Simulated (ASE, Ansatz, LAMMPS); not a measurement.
# (6,6) carbon nanotube in a second wall (203 atoms): support functions against a reference

Aim: test how closely localised support functions follow the reference on (6,6) carbon nanotube in a second wall (203 atoms), and at what cost. A setting counts as converged where the r.m.s. difference of forces stays under 1 % of the r.m.s. force.

Calculated with Ansatz 0.2.0; Kohn-Sham DFT, PBE+D3(BJ), PAW (set soft_2), plane waves.

### Step 1. Set-up

The cell holds 203 atoms: 203 C. Cell: a = 23.851 Å, b = 23.902 Å, c = 7.274 Å, α = 90.0°, β = 90.0°, γ = 90.0°. It derives from C (graphene). Graphene sheet (a = 2.46 Å) rolled into a (6,6) tube of diameter 8.14 Å inside an (11, 11) tube, 3 periods, 9 Å of vacuum, one C removed; minimised with a classical potential (one cell length free). Regions: inner wall, 72 atoms (72 C); outer wall, 131 atoms (131 C). Vacuum lies along a and b. The structure repeats along c.

Limits known from the start: Beside vacuum, support functions can miss their usual error bounds without a warning.

### Step 2. Making the structure

A minimisation with a classical potential prepares the built cell.

This step: classical potential: AIREBO (Stuart, Tutein and Harrison, J. Chem. Phys. 112, 6472 (2000)) (LAMMPS stable Jul 2025 - Update 4).

Input file in.lammps:

```
units metal
atom_style atomic
boundary p p p
atom_modify map array
read_data structure.data
pair_style airebo 3.0 1 1
pair_coeff * * CH.airebo C
thermo_style custom step temp pe press lx ly lz fmax
thermo 200
min_style cg
minimize 0 1e-4 3000 30000
fix box all box/relax z 0.0 vmax 0.001
minimize 0 1e-4 3000 30000
unfix box
minimize 0 1e-4 2000 20000
write_data relaxed.data nocoeff
```

The run is started by

```console
lmp -in in.lammps -log log.lammps -screen none -nocite
```

Numbers of over 12 decimals in the logs are rounded to 6 here.

What it wrote:

```text
LAMMPS (22 Jul 2025 - Update 4)
  203 atoms
   Step          Temp          PotEng         Press            Lx             Ly             Lz            Fmax     
         0   0             -1493.805      -44564.838      23.851406      23.902062      7.38           1.8621472    
       200   0             -1495.8795     -17300.374      23.851406      23.902062      7.38           0.00040297705
       400   0             -1495.8796     -17299.781      23.851406      23.902062      7.38           0.00044804355
       600   0             -1495.8796     -17303.39       23.851406      23.902062      7.38           0.00063252884
       800   0             -1495.8797     -17303.315      23.851406      23.902062      7.38           0.00080970243
      1000   0             -1495.88       -17298.611      23.851406      23.902062      7.38           0.0007454415 
      1200   0             -1495.88       -17296.299      23.851406      23.902062      7.38           0.0002841478 
[... 25 lines left out ...]
  Force two-norm initial, final = 136.20025 0.0012455435
  Force max component initial, final = 136.20025 0.00065382387
  Iterations, force evaluations = 3000 5985
   Step          Temp          PotEng         Press            Lx             Ly             Lz            Fmax     
[... 8 lines left out ...]
      6000   0             -1496.8657     -14.571307      23.851406      23.902062      7.2736829      0.00066438883
      6200   0             -1496.8658     -9.7140049      23.851406      23.902062      7.2736829      0.00022098561
      6400   0             -1496.8658     -8.983603       23.851406      23.902062      7.2736829      0.0004095359 
      6430   0             -1496.8658     -6.4200233      23.851406      23.902062      7.2736829      0.00051881329
Loop time of 31.1116 on 1 procs for 2000 steps with 203 atoms
Minimization stats:
  Stopping criterion = max iterations
  Energy initial, next-to-last, final = 
     -1496.86563191672  -1496.86576893874  -1496.86576916479
  Force two-norm initial, final = 0.0010601382 0.0035916707
  Force max component initial, final = 0.00016330404 0.00051881329
  Iterations, force evaluations = 2000 4000
```

Wall time 95 s (1 thread of Intel Xeon at 2.80GHz (Skylake/Cascade Lake), shared host).

### Step 3. Plane-wave single point

The first run fixes the reference, at a cutoff of 420 eV.

Input file input.yaml:

```yaml
crystal:
  lattice:
    - [23.85141, 0.0, 0.0]
    - [0.0, 23.90206, 0.0]
    - [0.0, 0.0, 7.27368]
  atoms:
    - { symbol: C, position: [0.65444, 0.5659, 0.17393] }
    - { symbol: C, position: [0.64174, 0.59238, 0.00728] }
    - { symbol: C, position: [0.60382, 0.63704, 0.34064] }
    - { symbol: C, position: [0.57932, 0.65337, 0.17398] }
    - { symbol: C, position: [0.52308, 0.67028, 0.17396] }
    - { symbol: C, position: [0.49364, 0.67054, 0.34064] }
    - { symbol: C, position: [0.43699, 0.65532, 0.00727] }
    - { symbol: C, position: [0.41132, 0.64104, 0.17394] }
    - { symbol: C, position: [0.36855, 0.60092, 0.17396] }
    - { symbol: C, position: [0.35273, 0.57622, 0.34064] }
    - { symbol: C, position: [0.33426, 0.52061, 0.00731] }
    - { symbol: C, position: [0.33248, 0.49131, 0.17398] }
    - { symbol: C, position: [0.34413, 0.43389, 0.17398] }
    - { symbol: C, position: [0.35731, 0.40764, 0.34064] }
    - { symbol: C, position: [0.39647, 0.36397, 0.34064] }
    - { symbol: C, position: [0.42125, 0.34811, 0.17398] }
    - { symbol: C, position: [0.47735, 0.33078, 0.17398] }
    - { symbol: C, position: [0.50676, 0.32983, 0.34064] }
    - { symbol: C, position: [0.56385, 0.34354, 0.00731] }
    - { symbol: C, position: [0.58966, 0.35763, 0.17398] }
    - { symbol: C, position: [0.63208, 0.39813, 0.17398] }
    - { symbol: C, position: [0.64748, 0.42313, 0.0073] }
    - { symbol: C, position: [0.66452, 0.47918, 0.00729] }
    - { symbol: C, position: [0.66594, 0.50846, 0.17395] }
    - { symbol: C, position: [0.80128, 0.54999, 0.17391] }
    - { symbol: C, position: [0.79494, 0.57857, 0.00724] }
    - { symbol: C, position: [0.77487, 0.63359, 0.00718] }
    - { symbol: C, position: [0.76154, 0.65949, 0.17408] }
    - { symbol: C, position: [0.72826, 0.70764, 0.17407] }
    - { symbol: C, position: [0.71106, 0.73133, 0.00664] }
    - { symbol: C, position: [0.67296, 0.77596, 0.02075] }
    - { symbol: C, position: [0.63793, 0.78436, 0.17299] }
    [... 165 atom lines left out ...]
    - { symbol: C, position: [0.73506, 0.30295, 0.67397] }
    - { symbol: C, position: [0.7526, 0.32639, 0.84064] }
    - { symbol: C, position: [0.78064, 0.37783, 0.84064] }
    - { symbol: C, position: [0.79092, 0.40523, 0.67397] }
    - { symbol: C, position: [0.80357, 0.4624, 0.67398] }
    - { symbol: C, position: [0.80563, 0.49159, 0.84064] }
kpoints:
  mp_grid: { grid: [1, 1, 2] }
hamiltonian:
  xc: pbe
  dispersion: d3bj
scf:
  occupations: { method: fermi_dirac, width: 0.05 }
output:
  forces: true
  populations: true
  dos:
    method: { smearing: { sigma: 0.15 } }
    de: 0.1
    projected:
      site_lists:
        C: [C]
        inner_wall: [0, 1, 2, 3, 4, 5, 6, 7, 8, 9, 10, 11, 12, 13, 14, 15, 16, 17, 18, 19, 20, 21, 22, 23, 68, 69, 70, 71, 72, 73, 74, 75, 76, 77, 78, 79, 80, 81, 82, 83, 84, 85, 86, 87, 88, 89, 90, 91, 136, 137, 138, 139, 140, 141, 142, 143, 144, 145, 146, 147, 148, 149, 150, 151, 152, 153, 154, 155, 156, 157, 158, 159]
  eigenvalues: true
  write_density: true
  write_potential: true
  volumetric_format: npy
```

The run is started by

```console
ansatz run input.yaml --threads 8 --pin off --max-ram 15872MiB --backend cpu --events-out ev --progress --plain --runs-dir out
```

What it wrote:

```text
Warning: the atoms were moved onto the symmetric positions of the space group found under crystal.symmetry.tolerance 1.0e-5 (fractional; no operation is sought that the atoms, as they stand in a round, miss by more than twice it, and no atom is moved by as much as it), and the run uses the moved positions. [...]
Engine: ansatz 0.2.0, aarch64-unknown-linux-gnu
Pseudopotentials: kind: paw
Pseudopotential: C, paw, valence charge 4, recommended cutoff 420 eV (normal), C.paw.azcp
[... 5 lines on functional and potentials left out ...]
Crystal: 203 atoms, lattice volume = 4146.709 Å³
Basis set: ecut = 420 eV, 80969 PW (Γ), exchange–correlation on 320×320×100 points (8 copies of the dense FFT grid, shifted against one another)
Bands: 609, of which v1, the nominal top of the filled ones, is band 406 counted from 1 (405 counted from 0)
Symmetry: 2 space group operations
Space group: Pm (ITA 6), of the structure as read, at distance tolerance 1.6e-4 Å
k-points: 2
[... 3 lines on functional and potentials left out ...]
Initial density: superposition of atomic densities (neutral atoms: chi_scale 0, normalization atom), corrected by the library's trained network
Initial wavefunctions: pseudopotential atomic-orbital guess
Functional: x = pbe(κ = 0.804, μ = 0.219515), c = pbe(β = 0.066725)
SCF iter   1: F=—  HF=-50937.419968 eV  |F-HF|=—  |Δ(HF+E_count)|=         —  Δρ=8.43e-3  dr2=1.55e1  ethr=1.77e-3  ⟨swp⟩=8.0  Hψ=6286  notcnv=0  defer=324
preconditioner: auto → LDOS  [metal: Δε(μ)=0.063 eV  Ē_g=15.166 eV  σ=0.050 eV  W_gap=0.30  n_scr=636 (ndim 8)  ℏωp=16.4 eV  f_vac=0.565  D(μ)=12.51/eV (n_scr^D=20)  β→1.0]
SCF iter   2: F=—  HF=-50937.243353 eV  |F-HF|=—  |Δ(HF+E_count)|=   1.77e-1  Δρ=5.92e-3  dr2=6.71e0  ethr=1.77e-3  ⟨swp⟩=2.0  Hψ=1418  notcnv=0  defer=386
SCF iter   3: F=—  HF=-50936.861766 eV  |F-HF|=—  |Δ(HF+E_count)|=   3.82e-1  Δρ=2.61e-3  dr2=8.86e-1  ethr=8.26e-4  ⟨swp⟩=2.0  Hψ=1430  notcnv=0  defer=362
SCF iter   4: F=—  HF=-50936.832133 eV  |F-HF|=—  |Δ(HF+E_count)|=   2.96e-2  Δρ=5.03e-4  dr2=1.68e-2  ethr=1.09e-4  ⟨swp⟩=2.0  Hψ=858  notcnv=0  defer=362
SCF iter   5: F=—  HF=-50936.835452 eV  |F-HF|=—  |Δ(HF+E_count)|=   3.32e-3  Δρ=3.21e-4  dr2=5.55e-3  ethr=2.07e-6  ⟨swp⟩=2.0  Hψ=1603  notcnv=0  defer=362
SCF iter   6: F=—  HF=-50936.834793 eV  |F-HF|=—  |Δ(HF+E_count)|=   6.60e-4  Δρ=7.92e-5  dr2=3.32e-4  ethr=6.83e-7  ⟨swp⟩=2.0  Hψ=1561  notcnv=0  defer=362
SCF iter   7: F=—  HF=-50936.834958 eV  |F-HF|=—  |Δ(HF+E_count)|=   1.65e-4  Δρ=3.93e-5  dr2=1.06e-4  ethr=4.08e-8  ⟨swp⟩=2.0  Hψ=1604  notcnv=0  defer=362
SCF iter   8: F=—  HF=-50936.834949 eV  |F-HF|=—  |Δ(HF+E_count)|=   8.86e-6  Δρ=1.74e-5  dr2=2.45e-5  ethr=1.31e-8  ⟨swp⟩=2.0  Hψ=1603  notcnv=0  defer=362
SCF iter   9: F=—  HF=-50936.832409 eV  |F-HF|=—  |Δ(HF+E_count)|=   2.54e-3  Δρ=8.60e-6  dr2=5.28e-6  ethr=3.02e-9  ⟨swp⟩=2.0  Hψ=1773  notcnv=0  defer=362
SCF iter  10: F=—  HF=-50936.832413 eV  |F-HF|=—  |Δ(HF+E_count)|=   3.31e-6  Δρ=3.60e-6  dr2=9.20e-7  ethr=6.50e-10  ⟨swp⟩=2.0  Hψ=1505  notcnv=0  defer=362
SCF iter  11: F=-50936.832415 eV  HF=-50936.832414 eV  |F-HF|=6.78e-7  |Δ(HF+E_count)|=   1.37e-6  Δρ=1.03e-6  dr2=8.65e-8  ethr=1.23e-11  ⟨swp⟩=32.5  Hψ=15373  notcnv=0
SCF 1 converged in 11 iterations: F = -50936.832415 eV  dr2 = 8.65e-8
  greatest PAW one-centre occupation: 0.686 electrons in one spin orbital (limit 2), on the C atom at site 164 (counted from 0), in its partial waves of l = 0
WARN: The output density's exchange-correlation potential varies sharply where the density is thin. Do not read a vacuum level from v_tot or v_xc, or from such a field of the output density. On a cell that repeats whose density bears no net charge and no dipole along the vacuum's axis use v_es (v_loc + v_h of the components); [...]
SCF converged after 11 iterations
Free energy (F): -50936.832415 eV
Harris-Foulkes:  -50936.832414 eV  (|F-HF|=6.78e-7)
Internal energy: -50936.673749 eV  (E = F + TS)
E sigma→0 (E₀):  -50936.753082 eV
Entropy (-TS):   -0.158666 eV (-0.782 meV/atom)
Fermi energy:    0.692500 eV
--- Per-component energies (eV) ---
  E_band       = -7096.006769
  E_kinetic    = 18738.435295
  E_local      = -395042.673425  (includes V_loc(G=0)·N_el)
  E_nonlocal   = 5618.891813
  E_hartree    = 188579.057383
  E_xc         = -9813.704972
  E_vxc        = -12154.255915  (∫ρ·V_xc dr)
  E_paw        = -20194.302515  (= ΣΔE_a)
  E_vpaw       = -1414.504963  (= ΣTr[D̂ρ^β])
  E_aug_tail   = 0.001840  (compensation charges beyond the density's cutoff)
  E_ewald      = 161202.192706
  E_disp       = -24.571873  (pairwise vdW)
  E_smearing   = -0.158666  (= −TS)
  E_closure    = 0.000000  (closes the sum)
  Σ components = -50936.832415   (vs F -50936.832415, Δ=0.00e0)
--- Forces (eV/Å), atoms counted from 1 ---
  atom   1  C      0.33934648    -0.12699021    -0.03175519
  atom   2  C      0.19688573     0.42630212     0.03197210
  atom   3  C      0.39060225     0.04274626     0.00000000
  atom   4  C     -0.04607795     0.39631508    -0.03867747
  atom   5  C      0.28625869     0.31649244    -0.02546093
  atom   6  C     -0.28190104     0.26618082     0.00000000
  atom   7  C      0.08878912     0.47417582     0.02905321
  atom   8  C     -0.37452736     0.08235598    -0.02600372
  atom   9  C     -0.06002915     0.38896172    -0.01956259
  atom  10  C     -0.44816383    -0.12573205     0.00000000
  atom  11  C     -0.25934224     0.25229729     0.01818803
  atom  12  C     -0.30445492    -0.23538287    -0.02001878
  atom  13  C     -0.39653323     0.11239605    -0.01797759
  atom  14  C     -0.11329307    -0.42936325     0.00000000
[...]
atom 202  C      0.20686082    -0.05022419    -0.07220881
  atom 203  C      0.18433020     0.18776291     0.00000000
  max |Σ_I F_I| component: 1.27e-4 eV/Å
--- Band table (eV) ---
  k-point 0: bands = ["-19.6178", "-19.4513", "-19.4432", "-19.3452", [... 593 levels ...], "8.7704", "8.7971", "8.8035", "8.8246", "8.8315", "8.8426", "8.8560", "8.8628", "8.8688", "8.8781", "8.8839", "8.8920"]
  k-point 1: bands = ["-19.1107", "-19.1074", "-18.9437", "-18.9422", [... 593 levels ...], "8.9765", "8.9835", "8.9933", "9.0261", "9.0394", "9.0757", "9.1366", "9.1394", "9.1723", "9.1796", "9.2689", "9.2880"]
--- Löwdin populations: 203 sites ---
  site symbol       q [e]
     0      C      3.9629
     1      C      3.9623
     2      C      3.9612
[...]
202      C      3.9579
  spilling = 0.009991 (of n_electrons = 812.000000)
```

Elapsed: 4 min, on 8 threads of Arm Neoverse V2, shared host; peak memory 12 GiB; 31 min of CPU time.

In the SCF lines HF is the Harris–Foulkes energy and dr2 the Hartree energy of the density residual, in eV; the loop may stop once dr2 is under the threshold and the program's other checks hold. Hψ counts applications of the Hamiltonian.

The program notes that it cut back its work space to fit the memory limit, positions were snapped to a detected symmetry and the exchange-correlation potential is rough where the density is thin.

The run gave:

| Property | Result |
| --- | --- |
| free energy | -50936.8324 eV |
| free energy per atom | -250.9204 eV/atom |
| SCF cycles | 11 |
| r.m.s. force component | 0.3207 eV/Å |
| longest force | 2.272 eV/Å |
| Fermi energy | 0.6925 eV |
| levels partly filled by over 2 per cent | 8 |
| spilling of the projection | 0.009991 |

Neighbours are counted within 1.82 Å (C-C).

Length of the force by element and coordination:

```tsv
element	coordination	atoms	mean length of the force (eV/Å)	spread	least	most
C	all	203	0.390	0.395	0.0428	2.27
C	2	3	1.88	0.287	1.47	2.08
C	3	200	0.368	0.352	0.0428	2.27
```

The mean of these charges, 0.040 e, is only the charge that the projection spills.

Löwdin charges by element and coordination (they lack the spilled electrons, 0.040 e an atom on average):

```tsv
element	coordination	atoms	mean charge (e)	spread	least	most
C	all	203	0.04	0.0063	-0.0128	0.0591
C	2	3	0.0014	0.01	-0.0128	0.0085
C	3	200	0.0405	0.004	0.0271	0.0591
```

By region:

```tsv
region	atoms	mean length of the force (eV/Å)
inner wall	72	0.412
outer wall	131	0.378
```

Density of states as counts of states in windows of 1 eV (from the Fermi level), total and the larger projections:

```tsv
from (eV)	to (eV)	total	C p	inner wall	C s
-14	-13	24.1	16.0	8.8	7.8
-13	-12	34.1	21.9	10.4	11.9
-12	-11	39.8	28.2	16.0	11.2
-11	-10	32.3	24.9	10.3	7.1
-10	-9	28.1	22.4	9.3	5.4
-9	-8	69.1	60.3	28.4	8.1
-8	-7	63.8	59.0	20.1	3.9
-7	-6	85.4	81.9	30.5	2.9
-6	-5	67.8	65.0	23.8	2.2
-5	-4	57.5	56.4	19.0	0.8
-4	-3	44.5	44.1	16.9	0.3
-3	-2	49.5	49.0	15.2	0.3
-2	-1	13.6	13.5	5.9	0.1
-1	0	9.0	8.8	2.0	0.2
0	1	11.7	11.1	2.7	0.5
1	2	33.1	31.6	12.3	0.3
2	3	42.8	40.3	14.8	0.2
3	4	25.9	16.3	4.7	0.3
4	5	45.5	19.9	9.2	0.7
```

Between -21 and -14 eV lie 193 more states.

The levels nearest the highest filled one (over half full), pooled over k-points and spins:

```tsv
level less the highest filled one (eV)	occupation
-0.698	2
-0.425	2
-0.327	2.00
-0.296	2.00
-0.264	2.00
0	1.69
0.0919	0.93
0.152	0.414
0.164	0.342
0.185	0.237
0.188	0.228
0.243	0.082
```

Electrostatic potential energy in the cb plane at fractional x = 0.337, with atoms of C within 0.2 Å of it. With pseudopotentials it is smooth inside the atoms' cores, unlike the true potential.

Ten even steps from '_' (-47 eV) to '@' (5 eV), each cell a mean:
```
@@@@@@@@@@@@@@@@@@@@@@@@@@@@@@@@@@@@@@@@@@
@@@@@@@@@@@@@@@@@@@@@@@@@@@@@@@@@@@@@@@@@@
@@@@@@@@@@@@@@@@@@@@@@@@@@@@@@@@@@@@@@@@@@
@@@@@@@@@@@@@@@@@@@@@@@@@@@@@@@@@@@@@@@@@@
@@@@@@@@@@@@@@@@@@@@@@@@@@@@@@@@@@@@@@@@@@
__::##%%%%##--__::##%%%%##--__::##%%%%##--
++**%%####%%##++**%%####%%##++**%%####%%##
@@@@@@@@@@@@@@@@@@@@@@@@@@@@@@@@@@@@@@@@@@
@@@@@@@@@@@@@@@@@@@@@@@@@@@@@@@@@@@@@@@@@@
==++%%####%%**==++%%####%%**==++%%####%%**
..==##%%%%%%++..==##%%%%%%++..==##%%%%%%++
__..++----++::__..++----++::__..++----++::
%%%%**....++%%%%%%**....++%%%%%%**....++%%
++**++____==##++**++____==##++**++____==##
++**%%%%%%%%##++**%%%%%%%%##++**%%%%%%%%##
@@@@@@@@@@@@@@@@@@@@@@@@@@@@@@@@@@@@@@@@@@
@@@@@@@@@@@@@@@@@@@@@@@@@@@@@@@@@@@@@@@@@@
@@@@##++++##%%@@@@##++++##%%@@@@##++++##%%
++****....==##++****....==##++****....==##
@@@@@@@@@@@@@@@@@@@@@@@@@@@@@@@@@@@@@@@@@@
@@@@@@@@@@@@@@@@@@@@@@@@@@@@@@@@@@@@@@@@@@
@@@@@@@@@@@@@@@@@@@@@@@@@@@@@@@@@@@@@@@@@@
@@@@@@@@@@@@@@@@@@@@@@@@@@@@@@@@@@@@@@@@@@
@@@@@@@@@@@@@@@@@@@@@@@@@@@@@@@@@@@@@@@@@@
```
Columns run along c (7.3 Å; values clipped at the 3rd and 97th percentile), rows up along b (23.9 Å). Atoms in or near the plane, at fractional coordinates: C at (0.01, 0.52), C at (0.17, 0.49), C at (0.17, 0.43), C at (0.01, 0.75), C at (0.17, 0.24), C at (0.34, 0.52), C at (0.51, 0.49), C at (0.51, 0.43), C at (0.34, 0.75), C at (0.51, 0.24), C at (0.67, 0.52), C at (0.84, 0.49), C at (0.84, 0.43), C at (0.67, 0.75) and more.

Valence density in the cb plane at fractional x = 0.337, with atoms of C within 0.2 Å of it. It is the smooth field of the valence electrons, not physical close to the nuclei.

Values in e/Å³, 13 rows by 16 columns, each cell a mean:
```
0.0 0.0 0.0 0.0 0.0 0.0 0.0 0.0 0.0 0.0 0.0 0.0 0.0 0.0 0.0 0.0
0.0 0.0 0.0 0.0 0.0 0.0 0.0 0.0 0.0 0.0 0.0 0.0 0.0 0.0 0.0 0.0
0.6 0.4 0.2 0.1 0.3 0.5 0.5 0.2 0.1 0.2 0.5 0.5 0.3 0.1 0.2 0.4
0.9 0.8 0.6 0.5 0.7 0.8 0.8 0.6 0.5 0.6 0.8 0.8 0.7 0.5 0.6 0.8
0.1 0.1 0.2 0.2 0.1 0.1 0.1 0.1 0.2 0.1 0.1 0.1 0.1 0.2 0.2 0.1
1.4 1.0 0.5 0.4 0.8 1.3 1.2 0.6 0.4 0.6 1.2 1.3 0.8 0.4 0.5 1.0
1.0 1.2 1.5 1.5 1.3 1.1 1.1 1.4 1.6 1.4 1.1 1.1 1.3 1.6 1.5 1.2
0.8 0.9 1.1 1.1 1.0 0.8 0.8 1.0 1.1 1.0 0.8 0.8 0.9 1.1 1.1 0.9
0.1 0.1 0.1 0.0 0.1 0.1 0.1 0.1 0.0 0.1 0.1 0.1 0.1 0.0 0.1 0.1
0.4 0.6 0.9 1.0 0.7 0.4 0.5 0.8 1.0 0.8 0.5 0.4 0.7 1.0 0.9 0.6
0.4 0.4 0.4 0.4 0.4 0.4 0.4 0.4 0.4 0.4 0.4 0.4 0.4 0.4 0.4 0.4
0.0 0.0 0.0 0.0 0.0 0.0 0.0 0.0 0.0 0.0 0.0 0.0 0.0 0.0 0.0 0.0
0.0 0.0 0.0 0.0 0.0 0.0 0.0 0.0 0.0 0.0 0.0 0.0 0.0 0.0 0.0 0.0
```
Columns run along c (7.3 Å), rows up along b (23.9 Å). Atoms in or near the plane, at fractional coordinates: C at (0.01, 0.52), C at (0.17, 0.49), C at (0.17, 0.43), C at (0.01, 0.75), C at (0.17, 0.24), C at (0.34, 0.52), C at (0.51, 0.49), C at (0.51, 0.43), C at (0.34, 0.75), C at (0.51, 0.24), C at (0.67, 0.52), C at (0.84, 0.49), C at (0.84, 0.43), C at (0.67, 0.75) and more.

Löwdin charges run from -0.01 to +0.06 e, about a mean that is the spilled charge alone. Within 0.4 eV of the Fermi level the largest share is C p (95 % of the projected weight).

(Part 1 of 2 ends here.)

[Logs are printed without paths, hosts, clocks, repeated set-up lines and the standing remarks that a program may print on its own settings, such as how far it seeks lower states.]

[Hosts, paths, dates, database ids (printed as entryN), source tags and the programs' standing remarks are cut or masked in the printed files.]
